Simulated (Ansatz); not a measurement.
# Ta2NO2 monolayer: phonons and vibrational spectra, part 3 of 3

Aim: the vibrations of Ta2NO2 monolayer, their spectra, and whether the structure is stable.

Ansatz 0.2.0; DFT PBEsol, scalar-relativistic, plane waves, PAW.

So far. Step 4 (Tight relaxation): The largest force component left is 0.014 meV/Å, within the tolerances set. Step 5 (Linear response at the zone centre): Before it was imposed, the acoustic sum rule was missed by 5.6e-5 eV/Å². Small misses are needed for a sound result but don't prove that mesh and cutoff are converged. The lowest optical mode is real, 112 cm⁻¹.

## 6. The dispersion

Stability and thermal properties need the whole zone. Linear response on a 4×4×1 q mesh gives force constants as far as a supercell of that size would.

The input, input.yaml:

```yaml
crystal:
  lattice:
    - [3.1019748692, 0.0, 0.0]
    - [-1.5509874346, 2.6863890387, 0.0]
    - [0.0, 0.0, 32.6]
  atoms:
    - { symbol: "N", position: [0.0, 0.0, 0.3067484663] }
    - { symbol: Ta, position: [0.3333333333, 0.6666666667, 0.3430498251] }
    - { symbol: Ta, position: [0.6666666667, 0.3333333333, 0.2704471075] }
    - { symbol: O, position: [0.6666666667, 0.3333333333, 0.3761457021] }
    - { symbol: O, position: [0.3333333333, 0.6666666667, 0.2373512304] }
  periodic: [true, true, false]
kpoints:
  mp_grid: { grid: [20, 20, 1] }
hamiltonian:
  xc: pbesol
scf:
  occupations: { method: methfessel_paxton, width: 0.15 }
output:
  eigenvalues: true
phonons:
  method: dfpt
  qmesh: [4, 4, 1]
  temperatures: { t_max: 1000, t_step: 50 }
  qpath:
    path:
      - [0.0, 0.0, 0.0]
      - [0.5, 0.0, 0.0]
      - [0.33333333, 0.33333333, 0.0]
      - [0.0, 0.0, 0.0]
    npoints: 10
```

Started as:

```console
ansatz run input.yaml --threads 8 --pin off --max-ram 14336MiB --backend cpu --events-out ev --progress --plain --runs-dir out
```

Numbers of over 12 decimals in the logs are rounded to 6 here.

What it wrote:

```text
[...]
Crystal: 5 atoms, lattice volume = 271.659 Å³
Basis set: ecut = 420 eV, 5305 PW (Γ), exchange–correlation on 48×48×450 points (8 copies of the dense FFT grid, shifted against one another)
Bands: 27, of which v1, the nominal top of the filled ones, is band 22 counted from 1 (21 counted from 0)
Symmetry: 12 space group operations
k-points: 44 of 400 (irreducible under 6 space group operations, time reversal used)
[...]
SCF iter   1: F=—  HF=-21117.733631 eV  |F-HF|=—  |Δ(HF+E_count)|=         —  Δρ=7.75e-3  dr2=1.99e-1  ethr=1.77e-3  ⟨swp⟩=13.1  Hψ=9639  notcnv=0
[...]
SCF iter   9: F=-21117.699690 eV  HF=-21117.699690 eV  |F-HF|=2.91e-11  |Δ(HF+E_count)|=  7.79e-10  S|Δr|=    0.00e0  Δρ=4.09e-8  dr2=3.29e-12  ethr=1.00e-12  ⟨swp⟩=22.8  Hψ=11853  notcnv=0
SCF 1 converged in 9 iterations: F = -21117.699690 eV  dr2 = 3.29e-12
[...]
phonons: the bands overlap, so this run is a metal and interpolates without the dipole-dipole term. If the crystal is really an insulator or semiconductor, its LO-TO splitting is missing
NSCF: frozen V_eff on 44 k-points
WARN: eigensolver did not converge (k=1): 1 band(s) unlocked after 2 eigensolves, warm-restarted (20 sweeps on the last) at ethr=1.71e-12 eV (storage-precision floor; scheduled 1.00e-12 eV) (lowest unlocked band 26, counted from 0; max residual 1.87e-5 eV among the unlocked bands, 1.87e-5 eV over every band; other slots of this pass that fall short are told together in one closing line; warning suppressed until the next SCF loop or pass starts)
WARN: eigensolver did not converge in 4 slots of this pass, the one above among them; of largest residual over every band (k=11): 1 band(s) unlocked (lowest unlocked band 26, counted from 0; max residual 5.51e-5 eV among the unlocked bands, 5.51e-5 eV over every band); of lowest unlocked band (k=1): band 26
[...]
DFPT response loops at q = (0, 0, 0) (fractional): preconditioner auto → none (partly filled bands, converged f_vac=0.775); β = 0.50; Broyden in place of MSR1
[...]
SCF converged after 9 iterations
[...]
Free energy (F): -21117.699690 eV
[...]
Internal energy: -21117.698105 eV  (E = F + TS)
E sigma→0 (E₀):  -21117.699294 eV
Entropy (-TS):   -0.001585 eV (-0.317 meV/atom)
Fermi energy:    -5.350149 eV
[...]
--- Band table (eV; the first three rows and the last of 44) ---
  k-point 0: bands = [... 18 lower, -9.1557, -9.1557, -6.5874, -6.5874, -5.6707, -3.8640, -3.8640, -3.2938, ... 1 higher]
  k-point 1: bands = [... 18 lower, -9.2625, -9.2523, -6.5548, -6.4667, -5.6782, -3.8329, -3.8189, -3.2725, ... 1 higher]
  k-point 2: bands = [... 18 lower, -9.4810, -9.1037, -6.6047, -6.1662, -5.5962, -3.7277, -3.7097, -3.2142, ... 1 higher]
  k-point 43: bands = [... 18 lower, -10.2992, -10.0869, -5.5633, -5.0327, -5.0055, -2.8273, -2.5734, -2.5610, ... 1 higher]
--- Phonons (Γ-DFPT): 10 representative perturbations + reference (Σ response iterations 47) ---
  ASR residual: 4.948e-5 → 0.000e0 eV/Å²; symmetrization residual: 8.558e-6 eV/Å²
[...]
ASR residual per site (eV/Å²): 4.95e-5 9.34e-6 9.01e-6 1.85e-5 2.63e-5
[...]
--- Phonons (arbitrary-q DFPT): 4 irreducible q on the 4×4×1 mesh ---
  q = [0.0000, 0.0000, 0.0000] (star 1, of the zone-centre solve; hermiticity 5.13e-7, symmetrization 5.98e-14, taken by the last average 1.00e-7): -0.00 0.00 0.00 113.07 113.07 199.58 383.43 383.43 391.85 391.85 557.21 563.44 600.41 639.17 639.17
  q = [0.0000, 0.2500, 0.0000] (star 6, 15 solved perturbations on 210 of 400 k-point pairs; hermiticity 3.60e-7, symmetrization 9.85e-11, taken by the last average 2.02e-7): 75.14 75.91 109.38 109.55 142.65 168.06 368.66 388.03 409.09 421.78 517.31 524.01 595.73 621.31 639.27
[...]
q = [0.2500, 0.2500, 0.0000] (star 6, 10 solved perturbations in 3050 linear systems a pass and spin channel, the states on 400 of 400 k-point pairs; hermiticity 4.25e-7, symmetrization 4.84e-11, taken by the last average 2.23e-7): -167.25 -28.81 50.54 96.06 122.21 151.77 377.75 406.18 415.97 424.32 487.98 489.83 570.28 611.22 632.70
  sum rule: each row above includes the acoustic sum rule's correction from the zone centre's row sums; it moved no ω² by more than (0.98 cm⁻¹)²
  mesh force constants: q→R imaginary residual 6.51e-18; ASR residual 4.948e-5 → 0.000e0 eV/Å²; symmetrization residual 2.132e-14 eV/Å²
  interpolated dispersion: 31 rows × 15 modes
  density of states and harmonic sums: on the 24×24×1 q-mesh, interpolated from the force constants of a 4×4×1 supercell (no non-analytic term)
  largest difference from the sums on the solved wave vectors: F 4.94e-2 eV, S 5.68e-5 and C_V 7.30e-6 eV/K
  zero-point energy: 0.306445 eV/cell   skipped modes (ω ≤ 0): 87, of them read as no rigid motion or as one in doubt: 84 (1.392e0 modes/cell left out, lowest -169.21 cm⁻¹)   left out of the sums: 9.32e-2 of the cell's modes: C_V's classical limit lies that fraction below 3 k_B per atom; for a crystal, a wire or a layer, F and S can be off by more, and a phonons.interpolated_qmesh denser along its periods is the remedy for the sampling
```

Wall time 19 min (8 threads of Arm Neoverse V1, shared host); peak memory 5.6 GiB; 2.4 h of CPU time.

Numbers from this step:

```
sum-rule residual before enforcement                    : 4.95e-5 eV/Å²
lowest frequency on the path                            : -171.1 cm⁻¹
highest frequency on the path or at a solved wavevector : 651 cm⁻¹
highest optical mode at the zone centre (no LO-TO term) : 639.2 cm⁻¹
lowest optical zone-centre mode                         : 113.1 cm⁻¹
lowest mode on the q mesh (acoustic modes at Γ apart)   : -167.2 cm⁻¹
```

Frequencies (cm⁻¹) solved at each irreducible wavevector; negative means imaginary. Frequencies by wavevector, by row:

```
q in reciprocal lattice units  star  mode 1  mode 2  mode 3  mode 4  mode 13  mode 14  mode 15
                        0 0 0     1       0       0       0   113.1    600.4    639.2    639.2
                     0 0.25 0     6    75.1    75.9   109.4   109.5    595.7    621.3    639.3
                     0 -0.5 0     3   -85.8   -65.2     4.7      38    579.6    611.5    612.6
                  0.25 0.25 0     6  -167.2   -28.8    50.5    96.1    570.3    611.2    632.7
```

Interpolated from a 4×4×1 q mesh. The phonon branches at the labelled points (cm⁻¹):

```
  point  branch 1  branch 2  branch 3  branch 4  branch 12  branch 13  branch 14  branch 15
      Γ         0         0         0       113        563        600        639        639
halfway        75        76       109       110        524        596        621        639
      M       -86       -65         5        38        492        580        612        613
halfway       -95       -65       -29        50        486        574        613        615
      K       -63       -63        40        82        480        586        586        618
halfway       -81        81       110       112        517        594        606        651
      Γ         0         0         0       113        563        600        639        639
```

The phonon density of states has structure finer than the step of the table below, so its rows give means over 25 cm⁻¹, whole bins alone (the curve runs from -175 to 655 cm⁻¹). Peaks (cm⁻¹: height): 105.0: 0.0639, 385.0: 0.0727, 405.0: 0.0868, 425.0: 0.0796, 485.0: 0.0509, 575.0: 0.0419, 615.0: 0.0862.

Tetrahedra on a 24×24×1 mesh, mean over bins of 10 cm-1. Interpolated from a 4×4×1 q mesh. Table of phonon density of states by wavenumber; means over each step:

| wavenumber (cm⁻¹) | phonon density of states (1/cm⁻¹/cell) |
| --- | --- |
| -150 | 0.00539 |
| -125 | 0.00628 |
| -100 | 0.00878 |
| -75 | 0.00774 |
| -50 | 0.0126 |
| -25 | 0.0102 |
| 0 | 0.00629 |
| 25 | 0.00686 |
| 50 | 0.0148 |
| 75 | 0.0263 |
| 100 | 0.0510 |
| 125 | 0.0493 |
| 150 | 0.0204 |
| 175 | 0.00995 |
| 200 | 0.00266 |
| 225 | 3.5e-6 |
| 250 | 0 |
| 275 | 0 |
| 300 | 0 |
| 325 | 0 |
| 350 | 5.2e-4 |
| 375 | 0.0412 |
| 400 | 0.0662 |
| 425 | 0.0519 |
| 450 | 1.4e-4 |
| 475 | 0.0159 |
| 500 | 0.0384 |
| 525 | 0.0171 |
| 550 | 0.00808 |
| 575 | 0.0243 |
| 600 | 0.0362 |
| 625 | 0.0423 |

The partial phonon density of states has structure finer than the step of the table below, so its rows give means over 25 cm⁻¹, whole bins alone (the curve runs from -181 to 680 cm⁻¹). Peaks (cm⁻¹: height): N 576.9: 0.0295, 614.8: 0.0603; O 409.1: 0.0709, 490.3: 0.0446; Ta -56.5: 0.0148, 116.7: 0.0603.

Phonopy on the run's constants, 21x21x1 mesh, Gaussian sigma 6.1 cm-1. Interpolated from a 4×4×1 q mesh. Table of partial phonon density of states by wavenumber; means over each step; values in 1/cm⁻¹/cell:

```
wavenumber (cm⁻¹)        N        O       Ta
             -150   2.1e-4   5.2e-4  0.00447
             -125   2.4e-4   5.9e-4  0.00595
             -100   1.9e-4   6.1e-4  0.00647
              -75   3.7e-4   6.3e-4  0.00840
              -50   6.2e-4   7.0e-4   0.0127
              -25   4.2e-4   6.0e-4  0.00913
                0   9.0e-5   1.4e-4  0.00211
               25   2.7e-4   4.6e-4  0.00658
               50   5.1e-4   8.6e-4   0.0140
               75   7.7e-4  0.00108   0.0246
              100   9.0e-4  0.00176   0.0469
              125   5.6e-4  0.00165   0.0489
              150   1.5e-4   6.6e-4   0.0195
              175   2.5e-5   3.6e-4  0.00976
              200   8.3e-6   1.9e-4  0.00252
              225        0   1.0e-6   2.0e-5
              250        0        0        0
              275        0        0        0
              300        0        0        0
              325        0        0        0
              350   4.8e-5  0.00110   5.9e-5
              375  0.00102   0.0374  0.00173
              400   5.9e-4   0.0625  0.00246
              425   4.9e-4   0.0500   9.4e-4
              450   2.0e-5  0.00174   1.7e-5
              475   2.5e-4   0.0149  0.00165
              500   5.5e-4   0.0335  0.00340
              525   2.4e-4   0.0154  0.00135
              550  0.00102  0.00730   6.3e-4
              575   0.0211  0.00120  0.00124
              600   0.0350  0.00155  0.00127
              625   0.0377  0.00180  0.00128
              650   0.0163   6.2e-4   4.6e-4
```

Symmetry leaves 4 wavevectors to solve. The lowest mode among them, the acoustic zeros apart, lies at q = (0.25, 0.25, 0) and is imaginary, 167.2i cm⁻¹, so the energy falls along it. Between them the interpolated path dips to 171i cm⁻¹.

## 7. Another isotope, element N, natural mass 14.007 amu

An isotope changes the mass and not the force constants, so no new electronic calculation is needed; the shifts show which modes move this element.

The same force constants with the mass of N changed from 14.007 to 15.000 u (phonopy, no LO-TO term). Both lists are sorted by frequency; levels can cross, so a row need not hold one and the same mode. Modes under 3 cm⁻¹ are left out. Isotope shifts, by row, the first 40 of 57 rows:

```
       q  rank  natural mass (cm⁻¹)  changed mass (cm⁻¹)
   0 0 0     4                113.1                113.1
   0 0 0     5                113.1                113.1
   0 0 0     6                199.6                199.6
   0 0 0     7                383.4                383.4
   0 0 0     8                383.4                383.4
   0 0 0     9                391.9                391.9
   0 0 0    10                391.9                391.9
   0 0 0    11                557.2                554.9
   0 0 0    12                563.4                563.4
   0 0 0    13                600.4                583.3
   0 0 0    14                639.2                618.4
   0 0 0    15                639.2                618.4
0 0.25 0     1                75.14                75.04
0 0.25 0     2                75.91                 75.8
0 0.25 0     3                109.4                109.4
0 0.25 0     4                109.5                109.5
0 0.25 0     5                142.7                142.5
0 0.25 0     6                168.1                168.1
0 0.25 0     7                368.7                  368
0 0.25 0     8                  388                387.9
0 0.25 0     9                409.1                  409
0 0.25 0    10                421.8                421.7
0 0.25 0    11                517.3                516.9
0 0.25 0    12                  524                523.8
0 0.25 0    13                595.7                576.7
0 0.25 0    14                621.3                602.8
0 0.25 0    15                639.3                618.9
0 -0.5 0     1               -85.79               -85.79
0 -0.5 0     2               -65.22               -65.09
0 -0.5 0     3                 4.66                 4.65
0 -0.5 0     4                   38                   38
0 -0.5 0     5                120.5                120.4
0 -0.5 0     6                124.5                124.5
0 -0.5 0     7                389.5                389.5
0 -0.5 0     8                406.7                406.7
0 -0.5 0     9                418.4                418.4
0 -0.5 0    10                426.3                426.3
0 -0.5 0    11                488.7                488.7
0 -0.5 0    12                492.1                491.6
0 -0.5 0    13                579.6                561.6
```

A mode of this element alone would shift by -3.37 %. The highest zone-centre frequency without the field goes from 639.2 to 618.4 cm⁻¹ (-3.2 %). The product of the frequency ratios over all optical modes at Γ is 0.906; the product rule, (m/m′)^(3k/2) (M′/M)^(3/2) with k = 1 such atoms and M the mass of the cell, gives 0.906.

## 8. Isotope substitution, element O, natural mass 15.999 amu

The same for O, from 16.00 to 18.00 u.

A mode of this element alone would shift by -5.72 %. The highest zone-centre frequency without the field goes from 639.2 to 638.9 cm⁻¹ (-0.0 %). The product of the frequency ratios over all optical modes at Γ is 0.713; the product rule, (m/m′)^(3k/2) (M′/M)^(3/2) with k = 2 such atoms and M the mass of the cell, gives 0.713.

## 9. Outcome

- space group after relaxation (within 0.01 Å): P-3m1
- area per atom: 1.67 Å²
- electronic character: no gap on this mesh
- highest optical mode at the zone centre (no LO-TO term): 639 cm⁻¹
- lowest optical zone-centre mode: 112 cm⁻¹
- lowest mode on the q mesh (acoustic modes at Γ apart): -167 cm⁻¹
- highest frequency on the path or at a solved wavevector: 651 cm⁻¹
- imaginary modes on the 4×4×1 q mesh: yes

**Reading.** Modes are clearly imaginary (beyond 10i cm⁻¹) at 2 of the 4 irreducible wavevectors, most at q = (0.25, 0.25, 0) (167.2i cm⁻¹), so this structure is not a minimum of the energy. The optical modes at Γ span 112 to 639 cm⁻¹. The highest mode in this list at Γ, 639.3 cm⁻¹, is mostly motion of N (96 % of the kinetic energy). With no gap, or one that is small against the smearing, the frequencies hang on the k mesh and the smearing, most of all near Kohn anomalies. The phonon runs are without spin polarisation, although the cell has an odd electron count. In a sheet or slab the interpolated bending branch near Γ is rough, since the rotational sum rule isn't imposed. Spin-orbit coupling is left out, which can matter for the heavy elements here. A phonon run warned that its eigensolver left some bands unconverged in a pass. The starting cell was built on a prototype and not taken from a measurement. These are harmonic frequencies at zero temperature: anharmonic shifts, linewidths and thermal expansion are left out.

[Logs are printed without paths, hosts, clocks, repeated set-up lines and the standing remarks that a program may print on its own settings, such as how far it seeks lower states.]

[Hosts, paths, dates, database ids (printed as entryN), source tags and the programs' standing remarks are cut or masked in the printed files.]
